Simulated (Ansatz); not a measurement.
# A scaling study of G0W0 on RbAsF6 (R-3)

Aim: time one G0W0 calculation on RbAsF6 (R-3) in larger cells, without symmetry and on fewer threads.

Program: Ansatz 0.2.0. Level of theory: G0W0 on LDA, plane waves, PAW. Values are calculated unless marked as measured.

The raw output is cut from this account; settings, times and results stay.

## Step 1: Set-up

The structure is trigonal, space group R-3 (No. 148). Conventional cell: a = 7.435 Å, b = 7.435 Å, c = 7.428 Å, α = 90.00°, β = 90.00°, γ = 120.00°. Rb has 12 F at 2.94 to 3.05 Å nearest. As has 6 F at 1.75 Å nearest. F has 1 As at 1.75 Å and 2 Rb at 2.94 to 3.05 Å nearest. Farther neighbours, and contacts between anions beyond the nearest, are not listed.

The cell and positions are those that the Materials Project relaxed with its own functionals (PBE, PBE+U or r2SCAN), kept fixed. The default PAW set here is soft_2. Its files were made with PBE.

## Step 2: 8 atoms (1×1×1 cells), 2×2×2 mesh

Now the one-shot GW correction: screening in the RPA, then the self-energy of the levels asked for.

input.yaml reads:

```yaml
crystal:
  lattice:
    - [3.7174588025, 2.1462758403, 2.4758804286]
    - [-3.7174588025, 2.1462758403, 2.4758804286]
    - [0.0, -4.2925516806, 2.4758804286]
  atoms:
    - { symbol: Rb, position: [0.5, 0.5, 0.5] }
    - { symbol: As, position: [0.0, 0.0, 0.0] }
    - { symbol: F, position: [0.0774148, 0.71201214, 0.79961164] }
    - { symbol: F, position: [0.79961164, 0.0774148, 0.71201214] }
    - { symbol: F, position: [0.28798786, 0.20038836, 0.9225852] }
    - { symbol: F, position: [0.20038836, 0.9225852, 0.28798786] }
    - { symbol: F, position: [0.9225852, 0.28798786, 0.20038836] }
    - { symbol: F, position: [0.71201214, 0.79961164, 0.0774148] }
kpoints:
  mp_grid: { grid: [2, 2, 2] }
hamiltonian:
  xc: lda
scf:
  occupations: { method: fixed }
gw:
  n_empty_bands: 125
  ecut_chi: 60.0
  qp_bands: [v1, c1]
  qp_kpoints: band_edges
  screening: { model: contour_deformation }
```

Command:

```sh
$ ansatz run input.yaml --threads 16 --pin off --max-ram 36864MiB --backend cpu --events-out ev --progress --plain --runs-dir out
```

The job ended after 2 s (16 threads of Arm Neoverse V1, shared host; peak memory 0.58 GiB).

Read from the output:

```yaml
bands_summed: 158
rpa_eps_infinity_on_this_mesh_eigenvalues: 2.027, 2.027, 2.053
plane_waves_in_the_screening_matrix: 129
q_points_in_the_mesh: 8
g0w0_gap_on_the_mesh: 10.58 eV
k_of_the_valence_top: 0, 0, 0
k_of_the_conduction_bottom: 0, 0, 0
starting_gap_on_the_mesh: 5.449 eV
z_at_the_valence_top: 0.8031
z_at_the_conduction_bottom: 0.8650
least_direct_g0w0_gap_on_the_computed_points: 10.58 eV
```

The gap on the mesh goes from 5.45 eV to 10.58 eV, a correction of +5.13 eV. Between the two edge states, bare exchange in place of the xc potential would open the gap by 13.71 eV, and correlation takes back 8.58 eV.

## Step 3: No symmetry, 2×2×2 mesh

Changes to input.yaml since step 2:

```diff
@@ -14,2 +14,3 @@
     - { symbol: F, position: [0.71201214, 0.79961164, 0.0774148] }
+  symmetry: { detect: false }
 kpoints:
```

The job ended after 3.7 s (16 threads; peak memory 0.83 GiB; 41 s of CPU time).

Numbers from this step:

```
bands summed                                 : 158
RPA ε∞ on this mesh (eigenvalues)            : 2.027, 2.027, 2.053
plane waves in the screening matrix          : 129
G0W0 gap on the mesh                         : 10.58 eV
k of the valence top                         : 0, 0, 0
k of the conduction bottom                   : 0, 0, 0
starting gap on the mesh                     : 5.449 eV
least direct G0W0 gap on the computed points : 10.58 eV
```

Against the run with 2×2×2 mesh, 125 empty bands, screening to 60 eV, the gap moves by +0.000 eV.

## Step 4: 1 thread, 2×2×2 mesh

Changes to input.yaml since step 3:

```diff
@@ -14,3 +14,2 @@
     - { symbol: F, position: [0.71201214, 0.79961164, 0.0774148] }
-  symmetry: { detect: false }
 kpoints:
```

Command:

```sh
$ ansatz run input.yaml --threads 1 --pin off --max-ram 36864MiB --backend cpu --events-out ev --progress --plain --runs-dir out
```

Wall time 12 s (1 thread); peak memory 0.35 GiB.

Read from the output:

* bands summed: 158
* RPA ε∞ on this mesh (eigenvalues): 2.027, 2.027, 2.053
* plane waves in the screening matrix: 129
* G0W0 gap on the mesh: 10.58 eV
* k of the valence top: 0, 0, 0
* k of the conduction bottom: 0, 0, 0
* starting gap on the mesh: 5.449 eV
* least direct G0W0 gap on the computed points: 10.58 eV

Against the run with 2×2×2 mesh, 125 empty bands, screening to 60 eV, the gap moves by +0.000 eV.

## Step 5: 2 threads, 2×2×2 mesh

input.yaml is that of step 4.

Command:

```sh
$ ansatz run input.yaml --threads 2 --pin off --max-ram 36864MiB --backend cpu --events-out ev --progress --plain --runs-dir out
```

The job ended after 6.4 s (2 threads; peak memory 0.42 GiB).

This step gave:

* bands summed: 158
* RPA ε∞ on this mesh (eigenvalues): 2.027, 2.027, 2.053
* plane waves in the screening matrix: 129
* G0W0 gap on the mesh: 10.58 eV
* k of the valence top: 0, 0, 0
* k of the conduction bottom: 0, 0, 0
* starting gap on the mesh: 5.449 eV
* least direct G0W0 gap on the computed points: 10.58 eV

Against the run with 2×2×2 mesh, 125 empty bands, screening to 60 eV, the gap moves by +0.000 eV.

## Step 6: 4 threads, 2×2×2 mesh

input.yaml is that of step 5.

Command:

```sh
$ ansatz run input.yaml --threads 4 --pin off --max-ram 36864MiB --backend cpu --events-out ev --progress --plain --runs-dir out
```

Elapsed: 3.6 s, on 4 threads; peak memory 0.56 GiB.

Numbers from this step:

(Unchanged from step 3.)

Against the run with 2×2×2 mesh, 125 empty bands, screening to 60 eV, the gap moves by +0.000 eV.

## Step 7: 8 threads, 2×2×2 mesh

input.yaml is that of step 6.

Command:

```sh
$ ansatz run input.yaml --threads 8 --pin off --max-ram 36864MiB --backend cpu --events-out ev --progress --plain --runs-dir out
```

The job ended after 2.5 s (8 threads; peak memory 0.57 GiB; 14 s of CPU time).

Read from the output:

(Unchanged from step 3.)

Against the run with 2×2×2 mesh, 125 empty bands, screening to 60 eV, the gap moves by +0.000 eV.

## Step 8: 16 atoms (1×1×2 cells), 2×2×1 mesh

input.yaml reads:

```yaml
crystal:
  lattice:
    - [3.7174588025, 2.1462758403, 2.4758804286]
    - [-3.7174588025, 2.1462758403, 2.4758804286]
    - [0.0, -8.5851033612, 4.9517608572]
  atoms:
    - { symbol: Rb, position: [0.5, 0.5, 0.25] }
    - { symbol: As, position: [0.0, 0.0, 0.0] }
    - { symbol: F, position: [0.0774148, 0.71201214, 0.39980582] }
    - { symbol: F, position: [0.79961164, 0.0774148, 0.35600607] }
    - { symbol: F, position: [0.28798786, 0.20038836, 0.4612926] }
    - { symbol: F, position: [0.20038836, 0.9225852, 0.14399393] }
    - { symbol: F, position: [0.9225852, 0.28798786, 0.10019418] }
    - { symbol: F, position: [0.71201214, 0.79961164, 0.0387074] }
    - { symbol: Rb, position: [0.5, 0.5, 0.75] }
    - { symbol: As, position: [0.0, 0.0, 0.5] }
    - { symbol: F, position: [0.0774148, 0.71201214, 0.89980582] }
    - { symbol: F, position: [0.79961164, 0.0774148, 0.85600607] }
    - { symbol: F, position: [0.28798786, 0.20038836, 0.9612926] }
    - { symbol: F, position: [0.20038836, 0.9225852, 0.64399393] }
    - { symbol: F, position: [0.9225852, 0.28798786, 0.60019418] }
    - { symbol: F, position: [0.71201214, 0.79961164, 0.5387074] }
kpoints:
  mp_grid: { grid: [2, 2, 1] }
hamiltonian:
  xc: lda
scf:
  occupations: { method: fixed }
gw:
  n_empty_bands: 250
  ecut_chi: 60.0
  qp_bands: [v1, c1]
  qp_kpoints: band_edges
  screening: { model: contour_deformation }
```

Command:

```sh
$ ansatz run input.yaml --threads 16 --pin off --max-ram 36864MiB --backend cpu --events-out ev --progress --plain --runs-dir out
```

Run time: 8.3 s. Hardware: 16 threads; peak memory 1.6 GiB; 99 s of CPU time.

Numbers from this step:

```yaml
bands_summed: 316
rpa_eps_infinity_on_this_mesh_eigenvalues: 2.027, 2.027, 2.053
plane_waves_in_the_screening_matrix: 251
g0w0_gap_on_the_mesh: 10.58 eV
k_of_the_valence_top: 0, 0, 0
k_of_the_conduction_bottom: 0, 0, 0
starting_gap_on_the_mesh: 5.449 eV
least_direct_g0w0_gap_on_the_computed_points: 10.58 eV
```

The gap on the mesh goes from 5.45 eV to 10.58 eV, a correction of +5.13 eV. Between the two edge states, bare exchange in place of the xc potential would open the gap by 13.71 eV, and correlation takes back 8.58 eV.

## Step 9: 32 atoms (2×1×2 cells), 1×2×1 mesh

input.yaml reads:

```yaml
crystal:
  lattice:
    - [7.434917605, 4.2925516806, 4.9517608572]
    - [-3.7174588025, 2.1462758403, 2.4758804286]
    - [0.0, -8.5851033612, 4.9517608572]
  atoms:
    - { symbol: Rb, position: [0.25, 0.5, 0.25] }
    - { symbol: As, position: [0.0, 0.0, 0.0] }
    - { symbol: F, position: [0.0387074, 0.71201214, 0.39980582] }
    - { symbol: F, position: [0.39980582, 0.0774148, 0.35600607] }
    - { symbol: F, position: [0.14399393, 0.20038836, 0.4612926] }
    - { symbol: F, position: [0.10019418, 0.9225852, 0.14399393] }
    - { symbol: F, position: [0.4612926, 0.28798786, 0.10019418] }
    - { symbol: F, position: [0.35600607, 0.79961164, 0.0387074] }
[... 20 atom lines left out ...]
    - { symbol: F, position: [0.64399393, 0.20038836, 0.9612926] }
    - { symbol: F, position: [0.60019418, 0.9225852, 0.64399393] }
    - { symbol: F, position: [0.9612926, 0.28798786, 0.60019418] }
    - { symbol: F, position: [0.85600607, 0.79961164, 0.5387074] }
kpoints:
  mp_grid: { grid: [1, 2, 1] }
hamiltonian:
  xc: lda
scf:
  occupations: { method: fixed }
gw:
  n_empty_bands: 500
  ecut_chi: 60.0
  qp_bands: [v1, c1]
  qp_kpoints: band_edges
  screening: { model: contour_deformation }
```

Run time: 31 s. Hardware: 16 threads; peak memory 2.8 GiB; 5.9 min of CPU time.

Read from the output:

```
bands summed                                 : 632
RPA ε∞ on this mesh (eigenvalues)            : 2.027, 2.027, 2.053
plane waves in the screening matrix          : 505
G0W0 gap on the mesh                         : 10.58 eV
k of the valence top                         : 0, 0, 0
k of the conduction bottom                   : 0, 0, 0
starting gap on the mesh                     : 5.449 eV
least direct G0W0 gap on the computed points : 10.58 eV
```

The gap on the mesh goes from 5.45 eV to 10.58 eV, a correction of +5.13 eV. Between the two edge states, bare exchange in place of the xc potential would open the gap by 13.71 eV, and correlation takes back 8.58 eV.

## Step 10: 64 atoms (2×2×2 cells), 1×1×1 mesh

input.yaml reads:

```yaml
crystal:
  lattice:
    - [7.434917605, 4.2925516806, 4.9517608572]
    - [-7.434917605, 4.2925516806, 4.9517608572]
    - [0.0, -8.5851033612, 4.9517608572]
  atoms:
    - { symbol: Rb, position: [0.25, 0.25, 0.25] }
    - { symbol: As, position: [0.0, 0.0, 0.0] }
    - { symbol: F, position: [0.0387074, 0.35600607, 0.39980582] }
    - { symbol: F, position: [0.39980582, 0.0387074, 0.35600607] }
    - { symbol: F, position: [0.14399393, 0.10019418, 0.4612926] }
    - { symbol: F, position: [0.10019418, 0.4612926, 0.14399393] }
    - { symbol: F, position: [0.4612926, 0.14399393, 0.10019418] }
    - { symbol: F, position: [0.35600607, 0.39980582, 0.0387074] }
[... 52 atom lines left out ...]
    - { symbol: F, position: [0.64399393, 0.60019418, 0.9612926] }
    - { symbol: F, position: [0.60019418, 0.9612926, 0.64399393] }
    - { symbol: F, position: [0.9612926, 0.64399393, 0.60019418] }
    - { symbol: F, position: [0.85600607, 0.89980582, 0.5387074] }
kpoints:
  mp_grid: { grid: [1, 1, 1] }
hamiltonian:
  xc: lda
scf:
  occupations: { method: fixed }
gw:
  n_empty_bands: 1000
  ecut_chi: 60.0
  qp_bands: [v1, c1]
  qp_kpoints: band_edges
  screening: { model: contour_deformation }
```

The job ended after 75 s (16 threads; peak memory 6.3 GiB; 19 min of CPU time).

Read from the output:

```yaml
bands_summed: 1264
rpa_eps_infinity_on_this_mesh_eigenvalues: 2.027, 2.027, 2.053
plane_waves_in_the_screening_matrix: 1021
g0w0_gap_on_the_mesh: 10.58 eV
k_of_the_valence_top: 0, 0, 0
k_of_the_conduction_bottom: 0, 0, 0
starting_gap_on_the_mesh: 5.449 eV
least_direct_g0w0_gap_on_the_computed_points: 10.58 eV
```

The gap on the mesh goes from 5.45 eV to 10.58 eV, a correction of +5.13 eV. Between the two edge states, bare exchange in place of the xc potential would open the gap by 13.71 eV, and correlation takes back 8.58 eV.

## Step 11: The runs together

A supercell on the folded mesh samples the same points as the primitive cell, so the gap should stay. Times are wall times on shared hardware, named with each run.

| run | mesh | irreducible k | bands | screening plane waves | threads | gap (eV) | time | CPU time | host memory (GiB) |
| --- | --- | --- | --- | --- | --- | --- | --- | --- | --- |
| 8 atoms (1×1×1 cells) | 2×2×2 | 4 | 158 | 129 | 16 | 10.582 | 2 s | 17 s | 0.58 |
| no symmetry | 2×2×2 | 8 | 158 | 129 | 16 | 10.582 | 3.7 s | 41 s | 0.83 |
| 1 thread | 2×2×2 | 4 | 158 | 129 | 1 | 10.582 | 12 s | 12 s | 0.35 |
| 2 threads | 2×2×2 | 4 | 158 | 129 | 2 | 10.582 | 6.4 s | 12 s | 0.42 |
| 4 threads | 2×2×2 | 4 | 158 | 129 | 4 | 10.582 | 3.6 s | 13 s | 0.56 |
| 8 threads | 2×2×2 | 4 | 158 | 129 | 8 | 10.582 | 2.5 s | 14 s | 0.57 |
| 16 atoms (1×1×2 cells) | 2×2×1 | 4 | 316 | 251 | 16 | 10.582 | 8.3 s | 99 s | 1.6 |
| 32 atoms (2×1×2 cells) | 1×2×1 | 2 | 632 | 505 | 16 | 10.582 | 31 s | 5.9 min | 2.8 |
| 64 atoms (2×2×2 cells) | 1×1×1 | 1 | 1264 | 1021 | 16 | 10.582 | 75 s | 19 min | 6.3 |

## Step 12: Outcome

| Quantity | Value |
| --- | --- |
| 8 atoms (1×1×1 cells) | 2 s, gap 10.58 eV |
| no symmetry | 3.7 s, gap 10.58 eV |
| 1 thread | 12 s, gap 10.58 eV |
| 2 threads | 6.4 s, gap 10.58 eV |
| 4 threads | 3.6 s, gap 10.58 eV |
| 8 threads | 2.5 s, gap 10.58 eV |
| 16 atoms (1×1×2 cells) | 8.3 s, gap 10.58 eV |
| 32 atoms (2×1×2 cells) | 31 s, gap 10.58 eV |
| 64 atoms (2×2×2 cells) | 75 s, gap 10.58 eV |

In words: From 8 to 64 atoms the gap stays within 0.000 eV, while the time grows 38-fold. Over the last step it grows as about the power 1.3 of the size; fewer k points offset part of the fourth-power cost of the screening. Without symmetry the mesh holds 8 points in place of 4, the time changes by less than twofold and the gap changes by +0.000 eV. Going from 1 to 16 threads speeds the run 6.3-fold, an efficiency of about 40 %. The host was shared, so single times are good to a factor of about two.

[Long decimals in the printed logs are rounded to 6 places.]

[Logs are printed without paths, hosts, clocks, repeated set-up lines and the standing remarks that a program may print on its own settings, such as how far it seeks lower states.]

[Paths, hosts, dates, memory and timing lines, banners, echoed tables and standing remarks are left out of the program output; an Ansatz launch command may be rebuilt from the run's recorded settings. Measured values are a selection of at most five: reports struck by readers or far from the other reports are left out. None is set beside runs whose start may be inverted or whose files or cutoffs have a known fault.]

[Runs of the session that timed out or met a known fault of the program may be left out.]

[Cells called generated may have been cut or substituted from an entry of the Crystallography Open Database or the Materials Project.]

[Hosts, paths, dates, database ids (printed as entryN), source tags and the programs' standing remarks are cut or masked in the printed files.]

[Where the starting crystal was built by hand or by swapping elements, it need not be the compound's stable phase.]
